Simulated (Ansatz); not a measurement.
# Lattice dynamics of (AlN)2(GaN)2 [0001] superlattice, started as wurtzite

Aim: the vibrations of (AlN)2(GaN)2 [0001] superlattice, started as wurtzite, their spectra, and whether the structure is stable.

Program: Ansatz 0.2.0. Level of theory: DFT LDA, scalar-relativistic, plane waves, PAW. Results are calculated unless marked as measured.

The structure was built from a prototype and need not be the compound's stable phase.

## 1. The starting structure

It takes space group P3m1 (No. 156, trigonal). The conventional cell has a = 3.150 Å, b = 3.150 Å, c = 10.170 Å, α = 90.00°, β = 90.00°, γ = 120.00°. Nearest to Al lie 4 N at 1.91 to 1.93 Å. Ga has 4 N at 1.91 to 1.93 Å nearest. Nearest to Ga lie 4 N at 1.91 to 1.93 Å. Nearest to N lie 4 Al at 1.91 to 1.93 Å. Nearest to N lie 1 Al at 1.91 Å and 3 Ga at 1.93 Å. Farther neighbours and most contacts between anions are not listed.

Coordinates:

```xyz
8
Lattice="3.1500 0.0000 0.0000 -1.5750 2.7280 0.0000 0.0000 0.0000 10.1700" Properties=species:S:1:pos:R:3 pbc="T T T"
Al    0.0000    1.8187    0.0000
Al    1.5750    0.9093    2.5425
Ga    0.0000    1.8187    5.0850
Ga    1.5750    0.9093    7.6275
N     0.0000    1.8187    1.9069
N     1.5750    0.9093    4.4494
N     0.0000    1.8187    6.9919
N     1.5750    0.9093    9.5344
```

## 2. Coarse relaxation

A rough relaxation comes first, because large forces or stress need no tight tolerances yet.

input.yaml reads:

```yaml
crystal:
  lattice:
    - [3.15, 0.0, 0.0]
    - [-1.575, 2.72798, 0.0]
    - [0.0, 0.0, 10.17]
  atoms:
    - { symbol: Al, position: [0.333333, 0.666667, 0.0] }
    - { symbol: Al, position: [0.666667, 0.333333, 0.25] }
    - { symbol: Ga, position: [0.333333, 0.666667, 0.5] }
    - { symbol: Ga, position: [0.666667, 0.333333, 0.75] }
    - { symbol: "N", position: [0.333333, 0.666667, 0.1875] }
    - { symbol: "N", position: [0.666667, 0.333333, 0.4375] }
    - { symbol: "N", position: [0.333333, 0.666667, 0.6875] }
    - { symbol: "N", position: [0.666667, 0.333333, 0.9375] }
kpoints:
  mp_grid: { grid: [9, 9, 2] }
hamiltonian:
  xc: lda
scf:
  occupations: { method: gaussian, width: 0.1 }
output:
  forces: true
  stress: true
  eigenvalues: true
relax:
  adjacent_minimum: "off"
  f_tol: 0.05
  max_steps: 80
  cell: { stress_tol: 0.5 }
```

Launch:

```
$ ansatz run input.yaml --threads 4 --pin off --max-ram 14336MiB --backend cpu --events-out ev --progress --plain --runs-dir out
```

Numbers of over 12 decimals in the logs are rounded to 6 here.

The log of the run:

```text
[...]
atoms:
    - { symbol: Al, position: [0.333333, 0.666667, 0.00165819] }
    - { symbol: Al, position: [0.666667, 0.333333, 0.245694] }
    - { symbol: Ga, position: [0.333333, 0.666667, 0.496600] }
    - { symbol: Ga, position: [0.666667, 0.333333, 0.752309] }
    - { symbol: N, position: [0.333333, 0.666667, 0.188134] }
    - { symbol: N, position: [0.666667, 0.333333, 0.432255] }
    - { symbol: N, position: [0.333333, 0.666667, 0.688560] }
    - { symbol: N, position: [0.666667, 0.333333, 0.944790] }
[key lines of the parts left out:]
SCF converged after 5 iterations
Free energy (F): -9943.855357 eV
Fermi energy:    10.149730 eV
P = ⅓ Tr σ = -0.1205 GPa (-1.205 kbar)
```

It took 9.3 s on 4 threads of Arm Neoverse V2, shared host; peak memory 0.39 GiB.

Relaxation path:

| step | energy less that of the first step (eV) | largest force component (eV/Å) | pressure (GPa) | volume (Å³) |
| --- | --- | --- | --- | --- |
| 1 | 0.0000 | 1.1476 | -4.87 | 87.39 |
| 2 | -0.0886 | 0.5447 | -2.38 | 86.18 |
| 3 | -0.1128 | 0.1263 | 0.22 | 85.08 |
| 4 | -0.1136 | 0.0586 | 0.05 | 85.15 |
| 5 | -0.1139 | 0.0094 | 0.03 | 85.16 |
| 6* | -0.1055 | 0.0097 | -0.12 | 85.16 |

Relaxation steps marked * repeat the geometry before them on a plane-wave basis chosen anew for their cell, so energy and pressure can jump there.

Forces are held to the 6 operations that the run works with; a distortion that breaks them can't arise in this run.

| conventional cell, symmetrised | before | after | change |
| --- | --- | --- | --- |
| a (Å) | 3.150 | 3.121 | -0.9 % |
| b (Å) | 3.150 | 3.121 | -0.9 % |
| c (Å) | 10.170 | 10.098 | -0.7 % |
| volume (Å³/atom) | 10.92 | 10.64 | -2.6 % |

The atoms that moved most (Å, as changes of fractional coordinates times the final cell):

| atom | dx | dy | dz | length |
| --- | --- | --- | --- | --- |
| N8 | 0.000 | 0.000 | 0.074 | 0.074 |
| N6 | 0.000 | 0.000 | -0.053 | 0.053 |
| Al2 | 0.000 | 0.000 | -0.043 | 0.043 |
| Ga3 | 0.000 | 0.000 | -0.034 | 0.034 |
| Ga4 | 0.000 | 0.000 | 0.023 | 0.023 |
| Al1 | 0.000 | 0.000 | 0.017 | 0.017 |
| N7 | 0.000 | 0.000 | 0.011 | 0.011 |
| N5 | 0.000 | 0.000 | 0.006 | 0.006 |

The relaxed structure:

```
Al Ga N
1.0
     3.12053    0.00000    0.00000
    -1.56026    2.70245    0.00000
     0.00000    0.00000   10.09780
Al Ga N
2 2 4
Direct
  0.33333 0.66667 0.00166
  0.66667 0.33333 0.24569
  0.33333 0.66667 0.49660
  0.66667 0.33333 0.75231
  0.33333 0.66667 0.18813
  0.66667 0.33333 0.43225
  0.33333 0.66667 0.68856
  0.66667 0.33333 0.94479
```

A gap read on the k-mesh alone can miss the band edges.

This step gave:

| Property | Result |
| --- | --- |
| pressure | -0.1205 GPa |
| gap on the k-mesh | 2.967 eV |
| volume per atom | 10.64 Å³ |
| direct gap on mesh | 2.967 eV |

In this step the volume went from 10.92 to 10.64 Å³/atom.

## 3. Bringing the structure to rest

The cell and atoms are relaxed, since residual forces and stress would shift the frequencies.

input.yaml reads:

```yaml
crystal:
  lattice:
    - [3.1205257368, 0.0, 0.0]
    - [-1.5602628684, 2.7024545612, 0.0]
    - [0.0, 0.0, 10.0977993704]
  atoms:
    - { symbol: Al, position: [0.3333333333, 0.6666666667, 0.001658186] }
    - { symbol: Al, position: [0.6666666667, 0.3333333333, 0.2456941235] }
    - { symbol: Ga, position: [0.3333333333, 0.6666666667, 0.4965995848] }
    - { symbol: Ga, position: [0.6666666667, 0.3333333333, 0.7523094863] }
    - { symbol: "N", position: [0.3333333333, 0.6666666667, 0.1881343874] }
    - { symbol: "N", position: [0.6666666667, 0.3333333333, 0.4322545552] }
    - { symbol: "N", position: [0.3333333333, 0.6666666667, 0.6885596607] }
    - { symbol: "N", position: [0.6666666667, 0.3333333333, 0.9447900161] }
kpoints:
  mp_grid: { grid: [9, 9, 2] }
hamiltonian:
  xc: lda
scf:
  occupations: { method: gaussian, width: 0.02 }
output:
  forces: true
  stress: true
  eigenvalues: true
relax:
  adjacent_minimum: "off"
  f_tol: 0.005
  max_steps: 80
  cell: { stress_tol: 0.05 }
```

The log of the run:

```text
[...]
Crystal: 8 atoms, lattice volume = 85.156 Å³
Basis set: ecut = 420 eV, 1653 PW (Γ)
Bands: 34, of which v1, the nominal top of the filled ones, is band 26 counted from 1 (25 counted from 0)
Symmetry: 6 space group operations
[...]
k-points: 24 of 162 (time reversal used)
[...]
atoms:
    - { symbol: Al, position: [0.333333, 0.666667, 0.00168398] }
    - { symbol: Al, position: [0.666667, 0.333333, 0.245683] }
    - { symbol: Ga, position: [0.333333, 0.666667, 0.496597] }
    - { symbol: Ga, position: [0.666667, 0.333333, 0.752324] }
    - { symbol: N, position: [0.333333, 0.666667, 0.188125] }
    - { symbol: N, position: [0.666667, 0.333333, 0.432195] }
    - { symbol: N, position: [0.333333, 0.666667, 0.688561] }
    - { symbol: N, position: [0.666667, 0.333333, 0.944831] }
[key lines of the parts left out:]
SCF converged after 4 iterations
Free energy (F): -9943.855567 eV
Fermi energy:    10.157739 eV
P = ⅓ Tr σ = -0.0027 GPa (-0.027 kbar)
```

The job ended after 6.2 s (4 threads; peak memory 0.4 GiB; 22 s of CPU time).

Little changed from the start: no atom moved by 0.005 Å and no cell edge by 0.1 %.

Numbers from this step:

```yaml
pressure: -0.002714 GPa
gap_on_the_k_mesh: 2.970 eV
direct_gap_on_mesh: 2.970 eV
```

In this step the volume went from 10.64 to 10.64 Å³/atom.

## 4. Tight relaxation

Phonons need a cell at rest on their own settings, so the relaxation is repeated with tight tolerances on forces and stress on the k mesh and occupations of the first response run.

input.yaml reads:

```yaml
crystal:
  lattice:
    - [3.1197346043, 0.0, 0.0]
    - [-1.5598673021, 2.7017694204, 0.0]
    - [0.0, 0.0, 10.0972121685]
  atoms:
    - { symbol: Al, position: [0.3333333333, 0.6666666667, 0.0016839804] }
    - { symbol: Al, position: [0.6666666667, 0.3333333333, 0.2456833048] }
    - { symbol: Ga, position: [0.3333333333, 0.6666666667, 0.4965970347] }
    - { symbol: Ga, position: [0.6666666667, 0.3333333333, 0.7523237246] }
    - { symbol: "N", position: [0.3333333333, 0.6666666667, 0.1881245005] }
    - { symbol: "N", position: [0.6666666667, 0.3333333333, 0.432194973] }
    - { symbol: "N", position: [0.3333333333, 0.6666666667, 0.6885611609] }
    - { symbol: "N", position: [0.6666666667, 0.3333333333, 0.9448313211] }
kpoints:
  mp_grid: { grid: [9, 9, 2] }
hamiltonian:
  xc: lda
scf:
  occupations: { method: fixed }
output:
  forces: true
  stress: true
  eigenvalues: true
relax:
  adjacent_minimum: "off"
  f_tol: 0.001
  max_steps: 60
  cell: { stress_tol: 0.01 }
```

The log of the run:

```text
[...]
Crystal: 8 atoms, lattice volume = 85.107 Å³
Basis set: ecut = 420 eV, 1653 PW (Γ)
Bands: 34, of which v1, the nominal top of the filled ones, is band 26 counted from 1 (25 counted from 0)
Symmetry: 6 space group operations
[...]
k-points: 24 of 162 (time reversal used)
[...]
- { symbol: Al, position: [0.333333, 0.666667, 0.0016839804] }
    - { symbol: Al, position: [0.666667, 0.333333, 0.245683] }
    - { symbol: Ga, position: [0.333333, 0.666667, 0.496597] }
    - { symbol: Ga, position: [0.666667, 0.333333, 0.752324] }
    - { symbol: N, position: [0.333333, 0.666667, 0.1881245005] }
    - { symbol: N, position: [0.666667, 0.333333, 0.432194973] }
    - { symbol: N, position: [0.333333, 0.666667, 0.6885611609] }
    - { symbol: N, position: [0.666667, 0.333333, 0.944831] }
[key lines of the parts left out:]
SCF converged after 6 iterations
Free energy (F): -9943.855567 eV
Fermi energy:    8.672838 eV
P = ⅓ Tr σ = -0.0027 GPa (-0.027 kbar)
```

Elapsed: 3.5 s, on 4 threads; peak memory 0.38 GiB.

Little changed from the start: no atom moved by 0.005 Å and no cell edge by 0.1 %.

The largest force component left is 0.76 meV/Å and the pressure is -0.003 GPa, within the tolerances set. The cell now holds 10.64 Å³/atom.

(Continued in part 2 of 2.)

[Logs are printed without paths, hosts, clocks, repeated set-up lines and the standing remarks that a program may print on its own settings, such as how far it seeks lower states.]

[Hosts, paths, dates, database ids (printed as entryN), source tags and the programs' standing remarks are cut or masked in the printed files.]
